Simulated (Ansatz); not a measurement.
**TlS (Pm-3m): from the cell to its phonons**

How does TlS (Pm-3m) vibrate, and is this structure a minimum?

Calculated with Ansatz 0.2.0; DFT PBEsol, scalar-relativistic, plane waves, PAW; PAW set soft_1.

**1. The starting structure**

It takes space group Pm-3m (No. 221, cubic). The conventional cell has a = 3.596 Å, b = 3.596 Å, c = 3.596 Å, α = 90.00°, β = 90.00°, γ = 90.00°. Tl has 8 S at 3.11 Å nearest. S has 8 Tl at 3.11 Å nearest. Farther neighbours and most contacts between anions are not listed.

Coordinates:

```cif
data_structure
_symmetry_space_group_name_H-M 'P 1'
_symmetry_Int_Tables_number 1
_cell_length_a 3.5956
_cell_length_b 3.5956
_cell_length_c 3.5956
_cell_angle_alpha 90.000
_cell_angle_beta 90.000
_cell_angle_gamma 90.000
_cell_volume 46.49
loop_
_atom_site_label
_atom_site_type_symbol
_atom_site_fract_x
_atom_site_fract_y
_atom_site_fract_z
_atom_site_occupancy
Tl1 Tl 0.50000 0.50000 0.50000 1
S2 S 0.00000 0.00000 0.00000 1
```

**2. Relaxation**

The cell and atoms are relaxed, since residual forces and stress would shift the frequencies.

The input, input.yaml:

```yaml
crystal:
  lattice:
    - [3.595635, 0.0, 0.0]
    - [0.0, 3.595635, 0.0]
    - [0.0, 0.0, 3.595635]
  atoms:
    - { symbol: Tl, position: [0.5, 0.5, 0.5] }
    - { symbol: S, position: [0.0, 0.0, 0.0] }
kpoints:
  mp_grid: { grid: [12, 12, 12] }
hamiltonian:
  xc: pbesol
  pseudopotentials: { kind: paw, azcp: { folder: soft_1 }, xc_functional: pbe }
scf:
  occupations: { method: gaussian, width: 0.1 }
output:
  forces: true
  stress: true
  eigenvalues: true
relax:
  adjacent_minimum: "off"
  f_tol: 0.005
  max_steps: 80
  cell: { stress_tol: 0.05 }
```

Command:

```
ansatz run input.yaml --threads 4 --pin off --max-ram 10240MiB --backend cpu --events-out ev --progress --plain --runs-dir out
```

Numbers of over 12 decimals in the logs are rounded to 6 here.

The log of the run:

```text
Engine: ansatz 0.2.0, aarch64-unknown-linux-gnu
Pseudopotentials: kind: paw
Pseudopotential: Tl, paw, valence charge 13, recommended cutoff 420 eV (normal), soft_1/Tl.paw.azcp
Pseudopotential: S, paw, valence charge 6, recommended cutoff 420 eV (normal), soft_1/S.paw.azcp
Functional definition: PBEsol
  exchange = pbesol_x
  correlation = pbesol_c
Crystal: 2 atoms, lattice volume = 46.486 Å³
Basis set: ecut = 420 eV, 925 PW (Γ), exchange–correlation on 50×50×50 points (8 copies of the dense FFT grid, shifted against one another)
Bands: 14, of which v1, the nominal top of the filled ones, is band 10 counted from 1 (9 counted from 0)
Symmetry: 48 space group operations
Space group: Pm-3m (ITA 221), of the structure as read, at distance tolerance 3.6e-5 Å
k-points: 84 of 1728
Non-local potential: Tl, projectors of the file, l = 0: 2, l = 1: 2, l = 2: 2, l = 3: 1
Non-local potential: S, projectors of the file, l = 0: 2, l = 1: 2, l = 2: 1
PAW form: soft (Blöchl's): semilocal exchange-correlation on the pseudo side does not see the compensation charge
PAW frozen core: Tl, regenerated for the run's functional, and the local potential with it (the file was generated under x = pbe(κ = 0.804, μ = 0.219515), c = pbe(β = 0.066725))
PAW frozen core: S, regenerated for the run's functional, and the local potential with it (the file was generated under x = pbe(κ = 0.804, μ = 0.219515), c = pbe(β = 0.066725))
PAW one-centre angular grid: Tl, 590 points (default); XC on 64 Gauss nodes
PAW one-centre angular grid: S, 110 points (default); XC on 64 Gauss nodes
Initial density: superposition of atomic densities (chi_scale 0.1, normalization cell, long waves kept (reshape's long-wave potential 0.00 eV rms))
Initial wavefunctions: pseudopotential atomic-orbital guess
Functional: x = pbesol(κ = 0.804, μ = 0.123457), c = pbesol(β = 0.046)
SCF iter   1: F=—  HF=-12182.621558 eV  |F-HF|=—  |Δ(HF+E_count)|=         —  Δρ=1.84e-2  dr2=1.75e-1  ethr=3.10e-3  ⟨swp⟩=6.3  Hψ=7372  notcnv=0
preconditioner: auto → none  [metal: Δε(μ)=0.012 eV  Ē_g=13.515 eV  σ=0.100 eV  W_gap=0.07  n_scr=6 (ndim 8)  ℏωp=23.7 eV  f_vac=0.000  D(μ)=1.33/eV (n_scr^D=6)  sad-step TF]
SCF iter   2: F=—  HF=-12182.587298 eV  |F-HF|=—  |Δ(HF+E_count)|=   3.43e-2  Δρ=1.03e-2  dr2=6.20e-2  ethr=9.23e-4  ⟨swp⟩=1.5  Hψ=1918  notcnv=0
SCF iter   3: F=—  HF=-12182.569467 eV  |F-HF|=—  |Δ(HF+E_count)|=   1.78e-2  Δρ=1.34e-3  dr2=9.90e-4  ethr=3.26e-4  ⟨swp⟩=2.5  Hψ=2061  notcnv=0
SCF iter   4: F=—  HF=-12182.569254 eV  |F-HF|=—  |Δ(HF+E_count)|=   2.12e-4  Δρ=4.13e-4  dr2=4.23e-5  ethr=5.21e-6  ⟨swp⟩=2.2  Hψ=1922  notcnv=0
SCF iter   5: F=—  HF=-12182.569307 eV  |F-HF|=—  |Δ(HF+E_count)|=   5.26e-5  Δρ=9.94e-5  dr2=2.54e-6  ethr=2.23e-7  ⟨swp⟩=2.4  Hψ=1884  notcnv=0
SCF iter   6: F=-12182.569308 eV  HF=-12182.569308 eV  |F-HF|=2.66e-8  |Δ(HF+E_count)|=   8.99e-7  Δρ=1.33e-5  dr2=5.20e-8  ethr=5.26e-10  ⟨swp⟩=6.0  Hψ=6838  notcnv=0
SCF 1 converged in 6 iterations: F = -12182.569308 eV  dr2 = 5.20e-8
  greatest PAW one-centre occupation: 0.966 electrons in one spin orbital (limit 2), on the Tl atom at site 0 (counted from 0), in its partial waves of l = 2
relax step   1: F+E_penalty+E_count = -12182.56930796 eV  Δ(F+E_penalty+E_count) = +0.000e0 eV  max|allowed force component| = 2.248e-29 eV/Å  Δτ_max = 0.0000 Å  P = -3.364 GPa  Ω = 46.486 Å³  (6 SCF iters, dr2 threshold 1.00e-7 eV, accepted)
Crystal: 2 atoms, lattice volume = 43.058 Å³
Basis set: ecut = 420 eV, 847 PW (Γ), exchange–correlation on 50×50×50 points (8 copies of the dense FFT grid, shifted against one another)
Initial density: handed on by an earlier stage of this run
Initial wavefunctions: those handed on with the density
iter 1 solved again at ethr=5.07e-6 eV; its pass at ethr=3.10e-3 eV (dr2=9.62e-4 eV) is discarded
SCF iter   1: F=—  HF=-12182.604437 eV  |F-HF|=—  |Δ(HF+E_count)|=         —  Δρ=1.23e-3  dr2=9.96e-4  ethr=5.07e-6  ⟨swp⟩=1.5  Hψ=9460  notcnv=0
preconditioner: auto → none  [metal: Δε(μ)=0.004 eV  Ē_g=13.664 eV  σ=0.100 eV  W_gap=0.02  n_scr=6 (ndim 8)  ℏωp=24.7 eV  f_vac=0.000  D(μ)=1.26/eV (n_scr^D=6)]
SCF iter   2: F=—  HF=-12182.604235 eV  |F-HF|=—  |Δ(HF+E_count)|=   2.03e-4  Δρ=5.15e-4  dr2=1.30e-4  ethr=5.07e-6  ⟨swp⟩=1.5  Hψ=1315  notcnv=0
SCF iter   3: F=—  HF=-12182.604225 eV  |F-HF|=—  |Δ(HF+E_count)|=   9.24e-6  Δρ=7.89e-5  dr2=1.78e-6  ethr=6.82e-7  ⟨swp⟩=2.1  Hψ=1474  notcnv=0
iter 4 did not close the SCF: its close was put off for the readings that it lacked (scf_convergence_deferred on its scf_iter line)
SCF iter   4: F=-12182.604226 eV  HF=-12182.604226 eV  |F-HF|=1.05e-7  |Δ(HF+E_count)|=   9.34e-7  Δρ=1.92e-5  dr2=1.52e-7  ethr=9.39e-9  ⟨swp⟩=2.2  Hψ=1920  notcnv=0
iter 5 did not close the SCF: its close was put off for the readings that it lacked (scf_convergence_deferred on its scf_iter line)
SCF iter   5: F=-12182.604226 eV  HF=-12182.604226 eV  |F-HF|=1.43e-9  |Δ(HF+E_count)|=   3.83e-8  Δρ=2.64e-6  dr2=2.17e-9  ethr=7.99e-10  ⟨swp⟩=2.0  Hψ=1817  notcnv=0
SCF iter   6: F=-12182.604226 eV  HF=-12182.604226 eV  |F-HF|=1.22e-10  |Δ(HF+E_count)|=  4.75e-10  Δρ=4.99e-7  dr2=1.42e-10  ethr=1.14e-11  ⟨swp⟩=2.0  Hψ=3843  notcnv=0
the search or the solves at the SCF's close seem to have found levels that the self-consistency loop had missed (the run counts 1). By its estimate they hold under 1e-12 electrons; where the run keeps them, the occupations were computed again with them
SCF 2 converged in 6 iterations: F = -12182.604226 eV  dr2 = 1.42e-10
relax step   2: F+E_penalty+E_count = -12182.60422623 eV  Δ(F+E_penalty+E_count) = -3.492e-2 eV  max|allowed force component| = 9.072e-30 eV/Å  Δτ_max = 0.0000 Å  P = +0.456 GPa  Ω = 43.058 Å³  energy of the carried Pulay correction = +3.738e-4 eV  (6 SCF iters, dr2 threshold 2.00e-7 eV, accepted)
Crystal: 2 atoms, lattice volume = 43.441 Å³
iter 1 solved again at ethr=1.11e-7 eV; its pass at ethr=3.10e-3 eV (dr2=2.11e-5 eV) is discarded
SCF iter   1: F=—  HF=-12182.604639 eV  |F-HF|=—  |Δ(HF+E_count)|=         —  Δρ=1.66e-4  dr2=1.99e-5  ethr=1.11e-7  ⟨swp⟩=3.3  Hψ=9059  notcnv=0
preconditioner: auto → none  [metal: Δε(μ)=0.005 eV  Ē_g=13.627 eV  σ=0.100 eV  W_gap=0.03  n_scr=6 (ndim 8)  ℏωp=24.6 eV  f_vac=0.000  D(μ)=1.30/eV (n_scr^D=6)]
SCF iter   2: F=—  HF=-12182.604637 eV  |F-HF|=—  |Δ(HF+E_count)|=   2.42e-6  Δρ=6.74e-5  dr2=2.55e-6  ethr=1.05e-7  ⟨swp⟩=1.3  Hψ=1262  notcnv=0
iter 3 did not close the SCF: its close was put off for the readings that it lacked (scf_convergence_deferred on its scf_iter line)
SCF iter   3: F=-12182.604636 eV  HF=-12182.604636 eV  |F-HF|=8.40e-9  |Δ(HF+E_count)|=   2.79e-7  Δρ=1.03e-5  dr2=3.15e-8  ethr=1.34e-8  ⟨swp⟩=2.1  Hψ=1458  notcnv=0
iter 4 did not close the SCF: its close was put off for the readings that it lacked (scf_convergence_deferred on its scf_iter line)
SCF iter   4: F=-12182.604636 eV  HF=-12182.604636 eV  |F-HF|=1.94e-9  |Δ(HF+E_count)|=   1.67e-8  Δρ=2.61e-6  dr2=2.85e-9  ethr=1.66e-10  ⟨swp⟩=2.2  Hψ=1909  notcnv=0
iter 5 did not close the SCF: its close was put off for the readings that it lacked (scf_convergence_deferred on its scf_iter line)
SCF iter   5: F=-12182.604636 eV  HF=-12182.604636 eV  |F-HF|=1.46e-11  |Δ(HF+E_count)|=  7.04e-10  Δρ=3.17e-7  dr2=3.29e-11  ethr=1.50e-11  ⟨swp⟩=2.0  Hψ=1792  notcnv=0
SCF iter   6: F=-12182.604636 eV  HF=-12182.604636 eV  |F-HF|=1.82e-12  |Δ(HF+E_count)|=  2.91e-11  Δρ=5.07e-8  dr2=1.52e-12  ethr=1.00e-12  ⟨swp⟩=1.0  Hψ=3218  notcnv=0
SCF 3 converged in 6 iterations: F = -12182.604636 eV  dr2 = 1.52e-12
relax step   3: F+E_penalty+E_count = -12182.60463626 eV  Δ(F+E_penalty+E_count) = -4.100e-4 eV  max|allowed force component| = 3.221e-30 eV/Å  Δτ_max = 0.0000 Å  P = -0.072 GPa  Ω = 43.441 Å³  energy of the carried Pulay correction = +3.307e-4 eV  (6 SCF iters, dr2 threshold 2.00e-7 eV, accepted)
[...]
relax step   4: F+E_penalty+E_count = -12182.60465417 eV  Δ(F+E_penalty+E_count) = -1.791e-5 eV  max|allowed force component| = 2.153e-30 eV/Å  Δτ_max = 0.0000 Å  P = -0.001 GPa  Ω = 43.388 Å³  energy of the carried Pulay correction = +3.366e-4 eV  (6 SCF iters, dr2 threshold 1.30e-8 eV, accepted)
Basis set: ecut = 420 eV, 847 PW (Γ), exchange–correlation on 48×48×48 points (8 copies of the dense FFT grid, shifted against one another)
Initial wavefunctions: pseudopotential atomic-orbital guess (no wavefunctions were taken with the density)
iter 1 solved again at ethr=2.96e-7 eV; its pass at ethr=3.10e-3 eV (dr2=5.62e-5 eV) is discarded
SCF iter   1: F=—  HF=-12182.604293 eV  |F-HF|=—  |Δ(HF+E_count)|=         —  Δρ=5.39e-5  dr2=1.63e-7  ethr=2.96e-7  ⟨swp⟩=3.2  Hψ=11045  notcnv=0
preconditioner: auto → none  [metal: Δε(μ)=0.005 eV  Ē_g=13.632 eV  σ=0.100 eV  W_gap=0.03  n_scr=6 (ndim 8)  ℏωp=24.6 eV  f_vac=0.000  D(μ)=1.29/eV (n_scr^D=6)]
SCF iter   2: F=—  HF=-12182.604336 eV  |F-HF|=—  |Δ(HF+E_count)|=   4.35e-5  Δρ=2.65e-5  dr2=3.62e-8  ethr=8.57e-10  ⟨swp⟩=2.5  Hψ=2039  notcnv=0
SCF iter   3: F=—  HF=-12182.604336 eV  |F-HF|=—  |Δ(HF+E_count)|=   1.23e-7  Δρ=4.86e-6  dr2=3.63e-9  ethr=1.90e-10  ⟨swp⟩=2.8  Hψ=2023  notcnv=0
SCF iter   4: F=—  HF=-12182.604336 eV  |F-HF|=—  |Δ(HF+E_count)|=   2.34e-9  Δρ=5.01e-7  dr2=1.07e-10  ethr=1.91e-11  ⟨swp⟩=2.5  Hψ=2059  notcnv=0
iter 5 did not close the SCF: its close was put off for the readings that it lacked (scf_convergence_deferred on its scf_iter line)
SCF iter   5: F=-12182.604336 eV  HF=-12182.604336 eV  |F-HF|=2.00e-11  |Δ(HF+E_count)|=  1.46e-11  Δρ=1.43e-7  dr2=1.36e-11  ethr=1.00e-12  ⟨swp⟩=2.8  Hψ=1991  notcnv=0
SCF iter   6: F=-12182.604336 eV  HF=-12182.604336 eV  |F-HF|=1.82e-12  |Δ(HF+E_count)|=  1.27e-11  Δρ=4.79e-8  dr2=1.24e-12  ethr=1.00e-12  ⟨swp⟩=4.9  Hψ=5191  notcnv=0
SCF 5 converged in 6 iterations: F = -12182.604336 eV  dr2 = 1.24e-12
relax step   5: F+E_penalty+E_count = -12182.60433642 eV  Δ(F+E_penalty+E_count) = +3.177e-4 eV  max|allowed force component| = 4.224e-30 eV/Å  Δτ_max = 0.0000 Å  P = -0.003 GPa  Ω = 43.388 Å³  stress off target by 3.28e-3 GPa  SCF on the basis re-selected at this cell (its energy is not comparable with the rows above)  (6 SCF iters)
basis re-selected at this cell: Δ(F+E_penalty+E_count) = +3.177e-4 eV, ΔP = -0.002 GPa vs the last step (what re-selecting the basis moved, of the pressure what is left beyond the Pulay correction that the steps carried, after the strain that the cell walked since its last selection, with what the two solves' SCF thresholds leave and, on support functions, any second-order correction that the steps lacked; it is no measure of the basis error at this ecutwfc). The dense FFT grid was sized anew with the basis: this SCF ran on 24×24×24 points, the steps before it on 25×25×25, so part of this shift can come from that change (see relax.cell in the input reference). [rest of the remark cut]
SCF converged after 6 iterations
Free energy (F): -12182.604336 eV
Harris-Foulkes:  -12182.604336 eV  (|F-HF|=1.82e-12)
Internal energy: -12182.597865 eV  (E = F + TS)
E sigma→0 (E₀):  -12182.601100 eV
Entropy (-TS):   -0.006472 eV (-3.236 meV/atom)
Fermi energy:    9.200388 eV
--- Per-component energies (eV) ---
  E_band       = 28.269040
  E_kinetic    = 371.319196
  E_local      = -872.857823  (includes V_loc(G=0)·N_el)
  E_nonlocal   = 352.954589
  E_hartree    = 317.006488
  E_xc         = -271.227452
  E_vxc        = -204.550748  (∫ρ·V_xc dr)
  E_paw        = -10631.805347  (= ΣΔE_a)
  E_vpaw       = -252.609135  (= ΣTr[D̂ρ^β])
  E_aug_tail   = -0.000044  (compensation charges beyond the density's cutoff)
  E_ewald      = -1448.087753
  E_core_change = 0.100282  (= ΣΔE_core)
  E_smearing   = -0.006472  (= −TS)
  E_closure    = 0.000000  (closes the sum)
  Σ components = -12182.604336   (vs F -12182.604336, Δ=0.00e0)
--- Forces (eV/Å), atoms counted from 1 ---
  atom   1  Tl    -0.00000000     0.00000000    -0.00000000
  atom   2  S      0.00000000     0.00000000     0.00000000
  max |Σ_I F_I| component: 8.38e-30 eV/Å
--- Stress (GPa, compression-positive) ---
       -0.003278       0.000000       0.000000
        0.000000      -0.003278      -0.000000
        0.000000      -0.000000      -0.003278
  P = ⅓ Tr σ = -0.0033 GPa (-0.033 kbar)
--- Band table (eV; the first three rows and the last of 84) ---
  k-point 0: bands = [... 6 lower, 5.2587, 8.0101, 8.0101, 8.0101, 15.8417, 15.8417, 18.9143, 18.9143]
  k-point 1: bands = [... 6 lower, 4.9797, 8.0760, 8.0760, 8.1718, 15.8665, 15.9372, 18.6015, 18.6015]
  k-point 2: bands = [... 6 lower, 4.3203, 8.2631, 8.2631, 8.5461, 15.7156, 15.9373, 17.8490, 17.8490]
  k-point 83: bands = [... 6 lower, 7.3075, 7.3075, 7.3075, 7.3100, 10.3275, 10.3275, 10.3275, 25.2545]
--- Relaxed structure (4 steps of the walk, 4 accepted, 1 SCFs on fresh bases) ---
  F+E_penalty+E_count = -12182.60433642 eV   max|allowed force component| = 4.224e-30 eV/Å   (the final SCF, on the basis selected at the relaxed cell)
  cell:  # Å, volume = 43.3885 Å³
    - [3.513917, 0, 0]
    - [0, 3.513917, 0]
    - [0, 0, 3.513917]
  atoms:
    - { symbol: Tl, position: [0.5, 0.5, 0.5] }
    - { symbol: S, position: [0, 0, 0] }
```

It took 5 s on 4 threads of Arm Neoverse V1, shared host; peak memory 0.36 GiB; 18 s of CPU time.

This run has no spin polarisation although its electron count is odd.

Step by step:

| step | energy less that of the first step (eV) | largest force component (eV/Å) | pressure (GPa) | volume (Å³) |
| --- | --- | --- | --- | --- |
| 1 | 0.0000 | 0.0000 | -3.36 | 46.49 |
| 2 | -0.0349 | 0.0000 | 0.46 | 43.06 |
| 3 | -0.0353 | 0.0000 | -0.07 | 43.44 |
| 4 | -0.0353 | 0.0000 | 0.00 | 43.39 |
| 5* | -0.0350 | 0.0000 | 0.00 | 43.39 |

Relaxation steps marked * repeat the geometry before them on a plane-wave basis chosen anew for their cell, so energy and pressure can jump there.

Forces are held to the 48 operations that the run works with; a distortion that breaks them can't arise in this run.

| conventional cell, symmetrised | before | after | change |
| --- | --- | --- | --- |
| a (Å) | 3.596 | 3.514 | -2.3 % |
| b (Å) | 3.596 | 3.514 | -2.3 % |
| c (Å) | 3.596 | 3.514 | -2.3 % |
| volume (Å³/atom) | 23.24 | 21.69 | -6.7 % |

The relaxed structure:

```
Tl S
1.0
     3.51392    0.00000    0.00000
     0.00000    3.51392    0.00000
     0.00000    0.00000    3.51392
Tl S
1 1
Direct
  0.50000 0.50000 0.50000
  0.00000 0.00000 0.00000
```

Numbers from this step:

```yaml
pressure: -0.003278 GPa
volume_per_atom: 21.69 Å³
gap_on_the_k_mesh: 0 eV
```

In this step the volume went from 23.24 to 21.69 Å³/atom.

**3. Tight relaxation**

Phonons need a cell at rest on their own settings, so the relaxation is repeated with tight tolerances on forces and stress, using the mesh and the filling of the phonon run that follows.

input.yaml, the sections that differ from step 2:

```yaml
crystal:
  lattice:
    - [3.5139170762, 0.0, 0.0]
    - [0.0, 3.5139170762, 0.0]
    - [0.0, 0.0, 3.5139170762]
  atoms:
    - { symbol: Tl, position: [0.5, 0.5, 0.5] }
    - { symbol: S, position: [0.0, 0.0, 0.0] }
scf:
  occupations: { method: methfessel_paxton, width: 0.2 }
output:
  forces: true
  stress: true
  eigenvalues: true
  write_density: true
  write_potential: true
  elf: true
  volumetric_format: npy
relax:
  adjacent_minimum: "off"
  f_tol: 0.001
  max_steps: 60
  cell: { stress_tol: 0.01 }
# kpoints, hamiltonian: as in step 2
```

The log of the run:

```text
[...]
Crystal: 2 atoms, lattice volume = 43.388 Å³
Basis set: ecut = 420 eV, 847 PW (Γ), exchange–correlation on 48×48×48 points (8 copies of the dense FFT grid, shifted against one another)
Bands: 14, of which v1, the nominal top of the filled ones, is band 10 counted from 1 (9 counted from 0)
Symmetry: 48 space group operations
[...]
k-points: 84 of 1728
[...]
k-point 83: bands = [... 6 lower, 7.3113, 7.3113, 7.3113, 7.3192, 10.3331, 10.3331, 10.3331, 25.2644]
--- Relaxed structure (2 steps of the walk, 2 accepted, 1 SCFs on fresh bases) ---
[...]
cell:  # Å, volume = 43.3705 Å³
    - [3.513432, 0.0, 0]
    - [0.0, 3.513432, 0.0]
    - [0, 0.0, 3.513432]
  atoms:
    - { symbol: Tl, position: [0.500000, 0.500000, 0.500000] }
    - { symbol: S, position: [0, 0, 0] }
[key lines of the parts left out:]
SCF converged after 6 iterations
Free energy (F): -12182.601405 eV
Fermi energy:    9.197378 eV
P = ⅓ Tr σ = 0.0060 GPa (0.060 kbar)
```

The job ended after 2.8 s (4 threads; peak memory 0.36 GiB; 9.8 s of CPU time).

Little changed from the start: no atom moved by 0.005 Å and no cell edge by 0.1 %.

Numbers from this step:

| Item | Value |
| --- | --- |
| pressure | 0.005952 GPa |

ELF in the ac plane at fractional y = 0.500, with atoms of Tl within 0.2 Å of it. It is the smooth field of the valence electrons, not physical close to the nuclei.

Values, 14 rows by 14 columns, each cell a mean:
```
0.07 0.07 0.07 0.08 0.09 0.11 0.12 0.12 0.12 0.10 0.09 0.08 0.07 0.07
0.07 0.07 0.08 0.11 0.16 0.21 0.25 0.26 0.24 0.20 0.15 0.10 0.08 0.07
0.07 0.08 0.11 0.18 0.26 0.33 0.37 0.38 0.36 0.32 0.24 0.16 0.10 0.08
0.07 0.10 0.16 0.27 0.36 0.39 0.37 0.36 0.38 0.39 0.34 0.24 0.15 0.09
0.07 0.12 0.22 0.35 0.39 0.31 0.19 0.14 0.21 0.33 0.39 0.32 0.20 0.10
0.07 0.14 0.27 0.38 0.35 0.17 0.05 0.03 0.07 0.21 0.38 0.36 0.24 0.12
0.07 0.15 0.29 0.39 0.31 0.11 0.03 0.19 0.03 0.14 0.36 0.38 0.26 0.12
0.07 0.14 0.27 0.39 0.34 0.15 0.04 0.03 0.05 0.19 0.37 0.37 0.25 0.12
0.07 0.12 0.23 0.36 0.39 0.28 0.15 0.11 0.17 0.31 0.39 0.33 0.21 0.11
0.07 0.10 0.18 0.29 0.38 0.39 0.34 0.31 0.35 0.39 0.36 0.26 0.16 0.09
0.07 0.08 0.12 0.20 0.29 0.36 0.39 0.39 0.38 0.35 0.27 0.18 0.11 0.08
0.07 0.07 0.09 0.12 0.18 0.23 0.27 0.29 0.27 0.22 0.16 0.11 0.08 0.07
0.07 0.07 0.07 0.08 0.10 0.12 0.14 0.15 0.14 0.12 0.10 0.08 0.07 0.07
0.07 0.07 0.07 0.07 0.07 0.07 0.07 0.07 0.07 0.07 0.07 0.07 0.07 0.07
```
Columns run along a (3.5 Å), rows up along c (3.5 Å). Atoms in or near the plane, at fractional coordinates: Tl at (0.50, 0.50).

Valence density in the ac plane at fractional y = 0.500, with atoms of Tl within 0.2 Å of it. It is the smooth field of the valence electrons, not physical close to the nuclei.

Ten even steps from '0' (0.1 e/Å³) to '9' (6.7 e/Å³), each cell a mean:
```
00000000000000
00000000000000
00000000000000
00000122210000
00001345421000
00002478642000
00013589852000
00002578742000
00001355431000
00000123210000
00000001000000
00000000000000
00000000000000
00000000000000
```
Columns run along a (3.5 Å), rows up along c (3.5 Å). Atoms in or near the plane, at fractional coordinates: Tl at (0.50, 0.50).

Electrostatic potential energy in the ac plane at fractional y = 0.500, with atoms of Tl within 0.2 Å of it. With pseudopotentials it is smooth inside the atoms' cores, unlike the true potential.

Ten even steps from '_' (-33 eV) to '@' (14 eV), each cell a mean:
```
@@@@@@@@@@@@@@@@@@@@@@@@@@@@
@@@@@@@@@@@@%%%%%%@@@@@@@@@@
@@@@@@@@%%##****####%%@@@@@@
@@@@@@%%**==::::::==##%%@@@@
@@@@%%##--..______..==##@@@@
@@@@%%**::__________::##%%@@
@@@@%%++..__________::**%%@@
@@@@%%++..__________::**%%@@
@@@@%%##--________..==##@@@@
@@@@@@%%**--....::--**%%@@@@
@@@@@@@@%%##++++**##%%@@@@@@
@@@@@@@@@@%%%%%%%%%%@@@@@@@@
@@@@@@@@@@@@@@@@@@@@@@@@@@@@
@@@@@@@@@@@@@@@@@@@@@@@@@@@@
```
Columns run along a (3.5 Å; values clipped at the 3rd and 97th percentile), rows up along c (3.5 Å). Atoms in or near the plane, at fractional coordinates: Tl at (0.50, 0.50).

The forces vanish by symmetry and the pressure is 0.006 GPa, within the tolerances set. The cell now holds 21.69 Å³/atom.

[end of part 1 of 2]

[Logs are printed without paths, hosts, clocks, repeated set-up lines and the standing remarks that a program may print on its own settings, such as how far it seeks lower states.]

[Hosts, paths, dates, database ids (printed as entryN), source tags and the programs' standing remarks are cut or masked in the printed files.]
